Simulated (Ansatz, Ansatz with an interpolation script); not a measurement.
Rows from a G0W0 calculation on KRb2ScF6 (Fm-3m) (Ansatz 0.2.0; G0W0 on LDA, plane waves, PAW; PAW set soft_1; 4×4×4 mesh, 765 empty bands, screening to 150 eV, PAW set soft_1 files), in eV. Spin-orbit coupling is left out.

```csv
row,k,band,start,Σx,Σc at the solution,Vxc
A,Γ,c5,9.803,-4.836,-3.429,-10.148
B,Γ,v1,1.119,-31.308,5.612,-23.692
C,Γ,v7,0.636,-30.469,5.606,-22.808
D,Γ,v4,0.914,-31.448,5.488,-23.971
E,Γ,c1,7.350,-5.128,-3.192,-9.904
F,Γ,c2,8.605,-10.910,-5.601,-19.506
```

**Question.** Work out each quasiparticle level and how far it moved.

The quasiparticle equation reads E = start + Σx + Σc(E) − Vxc.

```csv
row,E (eV),shift (eV)
A,11.686,+1.883
B,-0.885,−2.004
C,-1.419,−2.055
D,-1.074,−1.988
E,8.933,+1.583
F,11.601,+2.996
```

Limits: not at the basis limit; no spin-orbit coupling.

[Paths, hosts, dates, memory and timing lines, banners, echoed tables and standing remarks are left out of the program output.]

[Logs are printed without paths, hosts, clocks, repeated set-up lines and the standing remarks that a program may print on its own settings, such as how far it seeks lower states.]

[Runs of the session that timed out or met a known fault of the program may be left out.]

[Hosts, paths, dates, database ids (printed as entryN), source tags and the programs' standing remarks are cut or masked in the printed files.]
